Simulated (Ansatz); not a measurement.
# Is Au-Ta-Ta-Au stack of (111) layers a stable metal?, part 2 of 2

Question: is the lattice of Au-Ta-Ta-Au stack of (111) layers stable, and if so, what are its coupling constant and resistivity?

Ansatz 0.2.0; DFT LDA, scalar-relativistic, plane waves, PAW; PAW set soft_1.

So far: Starting point; Rough relaxation; Relaxation.

### Step 4. Relaxing tightly for phonons

Phonons are second derivatives about the minimum, so the remaining forces must be small: the thresholds are tightened.

input.yaml reads:

```yaml
crystal:
  lattice:
    - [2.8269232403, 2.7674e-06, 0.0]
    - [-1.4134640168, 2.4481859569, 0.0]
    - [0.0, 0.0, 38.2464778836]
  atoms:
    - { symbol: Au, position: [0.0, 0.0, 0.1441775485] }
    - { symbol: Ta, position: [0.3333333333, 0.6666666667, 0.2050893521] }
    - { symbol: Ta, position: [0.6666666667, 0.3333333333, 0.271379097] }
    - { symbol: Au, position: [0.0, 0.0, 0.3322909006] }
  periodic: [true, true, false]
kpoints:
  mp_grid: { grid: [12, 12, 1] }
hamiltonian:
  xc: lda
  pseudopotentials: { kind: paw, azcp: { folder: soft_1 }, xc_functional: pbe }
scf:
  occupations: { method: methfessel_paxton, width: 0.2 }
output:
  forces: true
  stress: true
  eigenvalues: true
relax:
  adjacent_minimum: "off"
  f_tol: 0.001
  max_steps: 60
  cell: { stress_2d_tol: 0.002 }
```

Started as:

```bash
$ ansatz run input.yaml --threads 4 --pin off --max-ram 12288MiB --backend cpu --events-out ev --progress --plain --runs-dir out
```

Numbers of over 12 decimals in the logs are rounded to 6 here.

What it wrote:

```text
[the first part of the log is left out]
  E_aug_tail   = 0.003240  (compensation charges beyond the density's cutoff)
  E_ewald      = 158629.897875
  E_core_change = 1.563486  (= ΣΔE_core)
  E_smearing   = -0.000020  (= −TS)
  E_closure    = 0.000000  (closes the sum)
  Σ components = -45098.142292   (vs F -45098.142292, Δ=0.00e0)
--- Forces (eV/Å), atoms counted from 1 ---
  atom   1  Au     0.00000000    -0.00000000    -0.00001342
  atom   2  Ta     0.00000000    -0.00000000    -0.00000863
[...]
0.000000      -0.000000      -0.000000
  P = ½ c Tr σ = -0.0001 N/m
--- Band table (eV; the first three rows and the last of 19) ---
[...]
--- Relaxed structure (6 steps of the walk, 5 accepted, 1 SCFs on fresh bases) ---
[...]
cell:  # Å, volume = 264.6058 Å³
    - [2.826433, 2.7669262054245416e-6, 0]
    - [-1.413219, 2.447761, 0]
    - [0, 0, 38.2464778836]
  atoms:
    - { symbol: Au, position: [0, 0, 0.144166] }
    - { symbol: Ta, position: [0.333333, 0.666667, 0.205103] }
    - { symbol: Ta, position: [0.666667, 0.333333, 0.271365] }
    - { symbol: Au, position: [0, 0, 0.332302] }
```

The job ended after 31 s (4 threads of Arm Neoverse V1, shared host; peak memory 0.69 GiB; 2 min of CPU time).

Little changed from the start: no atom moved by 0.005 Å and no cell edge by 0.1 %.

### Step 5. Phonons: q 2×2×1, k 6×6×1

Before any scattering is computed, the phonons show whether the structure is a minimum.

input.yaml reads:

```yaml
crystal:
  lattice:
    - [2.8264325934, 2.7669e-06, 0.0]
    - [-1.4132186929, 2.4477610445, 0.0]
    - [0.0, 0.0, 38.2464778836]
  atoms:
    - { symbol: Au, position: [0.0, 0.0, 0.1441661372] }
    - { symbol: Ta, position: [0.3333333333, 0.6666666667, 0.2051030032] }
    - { symbol: Ta, position: [0.6666666667, 0.3333333333, 0.2713654459] }
    - { symbol: Au, position: [0.0, 0.0, 0.3323023119] }
  periodic: [true, true, false]
kpoints:
  mp_grid: { grid: [6, 6, 1] }
hamiltonian:
  xc: lda
  pseudopotentials: { kind: paw, azcp: { folder: soft_1 }, xc_functional: pbe }
scf:
  occupations: { method: methfessel_paxton, width: 0.2 }
output:
  eigenvalues: true
phonons:
  method: dfpt
  qmesh: [2, 2, 1]
  temperatures: { t_max: 1000, t_step: 50 }
  qpath:
    path:
      - [0.0, 0.0, 0.0]
      - [0.5, 0.0, 0.0]
      - [0.33333333, 0.33333333, 0.0]
      - [0.0, 0.0, 0.0]
    npoints: 10
```

What it wrote:

```text
Warning: crystal.symmetry: narrowed to the stabiliser of the run's FFT grids — unitary ops 12 → 6. A phonons.method: dfpt run fills in the rows of the dynamical matrix that it does not solve by its symmetry operations, which is exact only for operations that map its FFT grids onto themselves: filled in by any other, the frequencies could depend on the order in which like atoms are typed, or, by more than the grids' own error, on where the crystal sits among the grids' points. Excluded: 6 operations. The run can therefore solve more perturbations, solve them on more k-points, or both, and cost more. [rest of the remark cut]
[...]
Crystal: 4 atoms, lattice volume = 264.606 Å³
Basis set: ecut = 420 eV, 5203 PW (Γ), exchange–correlation on 40×40×512 points (8 copies of the dense FFT grid, shifted against one another)
Bands: 39, of which v1, the nominal top of the filled ones, is band 32 counted from 1 (31 counted from 0)
Symmetry: 12 space group operations
k-points: 7 of 36 (irreducible under 6 space group operations, time reversal used)
[...]
SCF iter   1: F=—  HF=-45104.994332 eV  |F-HF|=—  |Δ(HF+E_count)|=         —  Δρ=8.46e-2  dr2=1.41e2  ethr=3.10e-3  ⟨swp⟩=15.0  Hψ=1997  notcnv=0
[...]
SCF iter  14: F=-45098.146101 eV  HF=-45098.146101 eV  |F-HF|=2.40e-10  |Δ(HF+E_count)|=   3.71e-9  S|Δr|=    0.00e0  Δρ=2.85e-8  dr2=3.33e-12  ethr=1.00e-12  ⟨swp⟩=22.0  Hψ=2338  notcnv=0
SCF 1 converged in 14 iterations: F = -45098.146101 eV  dr2 = 3.33e-12
[...]
phonons: the bands overlap, so this run is a metal and interpolates without the dipole-dipole term. If the crystal is really an insulator or semiconductor, its LO-TO splitting is missing
NSCF: frozen V_eff on 7 k-points
[...]
DFPT response loops at q = (0, 0, 0) (fractional): preconditioner auto → none (partly filled bands, converged f_vac=0.708); β = 0.50; Broyden in place of MSR1
[...]
SCF converged after 14 iterations
Stability not checked: this state was not tested for a lower state beside it, because cold or Methfessel-Paxton smearing, or corrected tetrahedra, fill the levels in a way that the test cannot read (fill_not_monotonic; see scf.lower_state_search)
Free energy (F): -45098.146101 eV
[...]
Internal energy: -45098.142103 eV  (E = F + TS)
E sigma→0 (E₀):  -45098.145102 eV
Entropy (-TS):   -0.003999 eV (-1.000 meV/atom)
Fermi energy:    -4.998279 eV
[...]
--- Band table (eV; the first three rows and the last of 7) ---
  k-point 0: bands = [... 28 lower, -8.3403, -8.3403, -6.1203, -5.5919, -5.0103, -4.3689, -4.3689, -4.0876, ... 3 higher]
  k-point 1: bands = [... 28 lower, -8.4673, -8.2009, -5.9684, -5.3945, -5.2717, -4.5519, -4.1282, -3.3586, ... 3 higher]
  k-point 2: bands = [... 28 lower, -7.8637, -7.8188, -6.6634, -5.3223, -4.3404, -4.0929, -2.8422, -2.0280, ... 3 higher]
  k-point 6: bands = [... 28 lower, -6.4603, -5.4414, -5.2914, -4.9355, -4.9355, -3.3652, -1.6484, -1.6484, ... 3 higher]
--- Phonons (Γ-DFPT): 8 representative perturbations + reference (Σ response iterations 46) ---
  ASR residual: 3.666e-4 → 0.000e0 eV/Å²; symmetrization residual: 2.311e-4 eV/Å²
  The last average, over the group as it would stand without the narrowing to the FFT grids, took up to 2.829e-5 eV/Å² of the zone centre's force constants
  ASR residual per site (eV/Å²): 1.04e-4 3.67e-4 3.54e-4 1.61e-4
  Γ frequencies (cm⁻¹): -47.72 -47.72 0.00 0.00 0.00 46.53 46.53 60.82 60.82 70.53 121.20 174.04
--- Phonons (arbitrary-q DFPT): 2 irreducible q on the 2×2×1 mesh ---
  q = [0.0000, 0.0000, 0.0000] (star 1, of the zone-centre solve; hermiticity 3.88e-5, symmetrization 7.42e-6, taken by the last average 2.37e-6): -47.72 -47.72 -0.00 0.00 0.00 46.53 46.53 60.82 60.82 70.53 121.20 174.04
  q = [0.0000, -0.5000, 0.0000] (star 3, 12 solved perturbations in 212 linear systems a pass and spin channel, the states on 20 of 36 k-point pairs; hermiticity 1.48e-5, symmetrization 8.53e-6, taken by the last average 1.87e-6): 69.42 69.68 73.44 79.61 103.97 108.81 118.24 127.43 149.52 153.09 167.29 169.04
  sum rule: each row above includes the acoustic sum rule's correction from the zone centre's row sums; it moved no ω² by more than (0.74 cm⁻¹)²
  mesh force constants: q→R imaginary residual 9.93e-18; ASR residual 3.666e-4 → 0.000e0 eV/Å²; symmetrization residual 1.243e-14 eV/Å²
  interpolated dispersion: 31 rows × 12 modes
  density of states and harmonic sums: on the 26×26×1 q-mesh, interpolated from the force constants of a 2×2×1 supercell (no non-analytic term)
  largest difference from the sums on the solved wave vectors: F 2.43e-1 eV, S 3.41e-4 and C_V 9.80e-5 eV/K
  zero-point energy: 0.077406 eV/cell   skipped modes (ω ≤ 0): 15, of them read as no rigid motion or as one in doubt: 12 (1.095e-1 modes/cell left out, lowest -47.72 cm⁻¹)   left out of the sums: 9.49e-3 of the cell's modes: C_V's classical limit lies that fraction below 3 k_B per atom; for a crystal, a wire or a layer, F and S can be off by more, and a phonons.interpolated_qmesh denser along its periods is the remedy for the sampling
```

Wall time 2.6 min (4 threads); peak memory 1 GiB; 10 min of CPU time.

Reading the cycles: dr2 is the Hartree energy of the density residual (eV), the measure of convergence; HF is the Harris–Foulkes estimate of the energy, which meets the free energy F at convergence.

This step gave:

```
share of imaginary modes in the plain interpolation between solved wavevectors : 0.0094
highest frequency, solved or plainly interpolated                              : 174.0 cm⁻¹
```

Solved on the 2×2×1 mesh alone; all other wavevectors are interpolated. Phonon branches along the path, in cm⁻¹:

```csv
point,branch 1,branch 2,branch 3,branch 4,branch 9,branch 10,branch 11,branch 12
Γ,-48,-48,0,0,61,70,121,174
halfway,49,52,54,68,115,124,127,160
M,69,70,73,80,150,153,167,169
halfway,72,79,91,92,144,147,163,164
K,76,80,111,111,148,148,151,151
halfway,56,66,69,70,122,131,133,156
Γ,-48,-48,0,0,61,70,121,174
```

Among the solved wavevectors the lowest mode, translations apart, is -47.7 cm⁻¹, imaginary.

### Step 6. Phonons: q 3×3×1, k 9×9×1

An imaginary mode on so few k-points may come from the sampling, so the phonons are repeated with another q and k mesh.

input.yaml, as its differences from that of step 5:

```diff
@@ -12,3 +12,3 @@
 kpoints:
-  mp_grid: { grid: [6, 6, 1] }
+  mp_grid: { grid: [9, 9, 1] }
 hamiltonian:
@@ -22,3 +22,3 @@
   method: dfpt
-  qmesh: [2, 2, 1]
+  qmesh: [3, 3, 1]
   temperatures: { t_max: 1000, t_step: 50 }
```

What it wrote:

```text
[...]
Crystal: 4 atoms, lattice volume = 264.606 Å³
Basis set: ecut = 420 eV, 5203 PW (Γ), exchange–correlation on 40×40×512 points (8 copies of the dense FFT grid, shifted against one another)
Bands: 39, of which v1, the nominal top of the filled ones, is band 32 counted from 1 (31 counted from 0)
Symmetry: 12 space group operations
k-points: 12 of 81 (irreducible under 6 space group operations, time reversal used)
[...]
SCF iter   1: F=—  HF=-45104.963947 eV  |F-HF|=—  |Δ(HF+E_count)|=         —  Δρ=8.53e-2  dr2=1.41e2  ethr=3.10e-3  ⟨swp⟩=14.8  Hψ=3431  notcnv=0
[...]
SCF iter  14: F=-45098.168182 eV  HF=-45098.168182 eV  |F-HF|=7.28e-12  |Δ(HF+E_count)|=  4.80e-10  S|Δr|=    0.00e0  Δρ=1.70e-8  dr2=1.09e-12  ethr=1.00e-12  ⟨swp⟩=9.0  Hψ=2776  notcnv=0
SCF 1 converged in 14 iterations: F = -45098.168182 eV  dr2 = 1.09e-12
[...]
WARN: eigensolver did not converge (k=6): 1 band(s) unlocked after 2 eigensolves, warm-restarted (20 sweeps on the last) at ethr=3.26e-12 eV (storage-precision floor; scheduled 1.00e-12 eV) (lowest unlocked band 38, counted from 0; max residual 9.26e-5 eV among the unlocked bands, 9.26e-5 eV over every band; other slots of this pass that fall short are told together in one closing line; warning suppressed until the next SCF loop or pass starts)
WARN: eigensolver did not converge in 6 slots of this pass, the one above among them; of largest residual over every band (k=9): 1 band(s) unlocked (lowest unlocked band 38, counted from 0; max residual 6.33e-2 eV among the unlocked bands, 6.33e-2 eV over every band); of lowest unlocked band (k=6): band 38
[...]
SCF converged after 14 iterations
[...]
Free energy (F): -45098.168182 eV
[...]
Internal energy: -45098.184166 eV  (E = F + TS)
E sigma→0 (E₀):  -45098.172178 eV
Entropy (-TS):   0.015983 eV (3.996 meV/atom)
Fermi energy:    -5.029963 eV
[...]
--- Band table (eV; the first three rows and the last of 12) ---
  k-point 0: bands = [... 28 lower, -8.4146, -8.4146, -6.1107, -5.6180, -5.0245, -4.3802, -4.3802, -4.1010, ... 3 higher]
  k-point 1: bands = [... 28 lower, -8.4836, -8.4738, -5.9485, -5.3453, -4.9120, -4.7968, -4.3135, -3.9165, ... 3 higher]
  k-point 2: bands = [... 28 lower, -8.6139, -7.8733, -6.1436, -5.6122, -5.2405, -4.5922, -3.5934, -2.7745, ... 3 higher]
  k-point 11: bands = [... 28 lower, -6.4366, -5.4848, -5.3418, -4.9712, -4.9712, -3.3748, -1.6847, -1.6847, ... 3 higher]
[...]
ASR residual: 1.899e-4 → 0.000e0 eV/Å²; symmetrization residual: 2.030e-4 eV/Å²
[...]
ASR residual per site (eV/Å²): 1.55e-4 1.50e-4 1.90e-4 1.33e-4
[...]
--- Phonons (arbitrary-q DFPT): 3 irreducible q on the 3×3×1 mesh ---
[...]
interpolated dispersion: 31 rows × 12 modes
[...]
```

The job ended after 8.8 min (4 threads; peak memory 2 GiB).

This step gave:

| Item | Value |
| --- | --- |
| share of imaginary modes in the plain interpolation between solved wavevectors | 0.014 |
| highest frequency, solved or plainly interpolated | 179.9 cm⁻¹ |

Solved on the 3×3×1 mesh alone; all other wavevectors are interpolated. The phonon branches at the labelled points (cm⁻¹):

```csv
point,branch 1,branch 2,branch 3,branch 4,branch 9,branch 10,branch 11,branch 12
Γ,-24,-24,0,0,62,76,131,180
halfway,20,40,42,67,101,124,134,166
M,47,60,70,82,145,151,161,171
halfway,46,80,83,93,140,143,162,169
K,60,60,77,87,142,142,160,164
halfway,43,55,62,71,111,131,136,160
Γ,-24,-24,0,0,62,76,131,180
```

The modes has structure finer than the step of the table below, so its rows give means over 5 cm⁻¹, whole bins alone (the curve runs from -34.2 to 195 cm⁻¹). Peaks (cm⁻¹: height): Au 46.6: 0.0372, 74.0: 0.104, 91.4: 0.0999, 139.0: 0.0688; Ta 46.6: 0.105, 74.0: 0.0435, 92.8: 0.0626, 111.6: 0.0581, 130.3: 0.0413, 160.6: 0.0991.

Phonopy on the run's constants, 21x21x1 mesh, Gaussian sigma 2.0 cm⁻¹. Modes against wavenumber; means over each step; values in 1/cm⁻¹/cell:

```csv
wavenumber (cm⁻¹),Au,Ta
-30,2.1e-4,4.7e-4
-25,0.00308,0.00757
-20,0.00283,0.00776
-15,0.00198,0.00642
-10,4.6e-4,8.3e-4
-5,9.2e-4,0.00109
0,6.2e-4,5.9e-4
5,0.00148,0.00153
10,0.00298,0.00451
15,0.00589,0.0107
20,0.00675,0.0102
25,0.00578,0.00752
30,0.00939,0.0155
35,0.0105,0.0168
40,0.0147,0.0233
45,0.0280,0.0728
50,0.0207,0.0569
55,0.0156,0.0219
60,0.0362,0.0322
65,0.0551,0.0373
70,0.0755,0.0389
75,0.102,0.0415
80,0.0912,0.0336
85,0.0816,0.0376
90,0.0929,0.0501
95,0.0779,0.0576
100,0.0455,0.0389
105,0.0352,0.0296
110,0.0423,0.0518
115,0.0304,0.0369
120,0.0138,0.0245
125,0.0173,0.0186
130,0.0462,0.0367
135,0.0638,0.0311
140,0.0658,0.0308
145,0.0472,0.0223
150,0.0243,0.0205
155,0.00739,0.0449
160,0.00697,0.0888
165,0.00422,0.0628
170,0.00293,0.0405
175,0.00161,0.0172
180,8.5e-4,0.00810
185,4.3e-5,4.0e-4
190,0,6.0e-7
```

No LO-TO term; unit eigenvectors of the mass-weighted matrix. The modes at Γ (shares of kinetic energy by element, %) (negative means imaginary):

```csv
mode,frequency (cm⁻¹),symmetry,Au %,Ta %
1,-24.1,Eg,36,64
2,-24.1,Eg,36,64
3,0.0,unnamed,52,48
4,0.0,unnamed,52,48
5,0.0,unnamed,52,48
6,57.0,Eg,64,36
7,57.0,Eg,64,36
8,62.4,Eu,48,52
9,62.4,Eu,48,52
10,75.9,A1g,90,10
11,130.6,A2u,48,52
12,179.9,A1g,10,90
```

Displacements in mode 1 (-24.1 cm⁻¹), the largest set to 1:
```
Au1  0.00  0.72  0.00
Ta2  0.00  1.00  0.00
Ta3  0.00 -1.00  0.00
Au4  0.00 -0.72  0.00
```

Displacements in mode 7 (57.0 cm⁻¹), the largest set to 1:
```
Au1 -0.11  1.00  0.00
Ta2  0.08 -0.78  0.00
Ta3 -0.08  0.78  0.00
Au4  0.11 -1.00  0.00
```

Among the solved wavevectors the lowest mode, translations apart, is -24.1 cm⁻¹, imaginary.

### Step 7. What came out

```yaml
phonon_run_of_the_rows_without_a_label_of_their_own: LDA, q 3×3×1, k 9×9×1
softest_mode_on_the_q_mesh: -24.1 cm⁻¹ at q = (0, 0, 0)
highest_frequency_solved_or_plainly_interpolated: 180 cm⁻¹
```

The lattice is dynamically unstable at this level: a mode at q = (0, 0, 0) is imaginary, 24.1i cm⁻¹, so no harmonic coupling constant or resistivity is defined for this structure. These meshes are coarse, and single modes of a metal can move by tens of cm⁻¹ with the k mesh. The mode is weak and these meshes are coarse, so a denser k mesh or another smearing could remove it. Spin–orbit coupling, left out here, matters for Au and Ta. The PAW files were made for PBE; under other functionals the run regenerates their frozen core. The structure was built by hand as an ordered model, and its stability against other phases was not tested.

[Logs are printed without paths, hosts, clocks, repeated set-up lines and the standing remarks that a program may print on its own settings, such as how far it seeks lower states.]

[Hosts, paths, dates, database ids (printed as entryN), source tags and the programs' standing remarks are cut or masked in the printed files.]
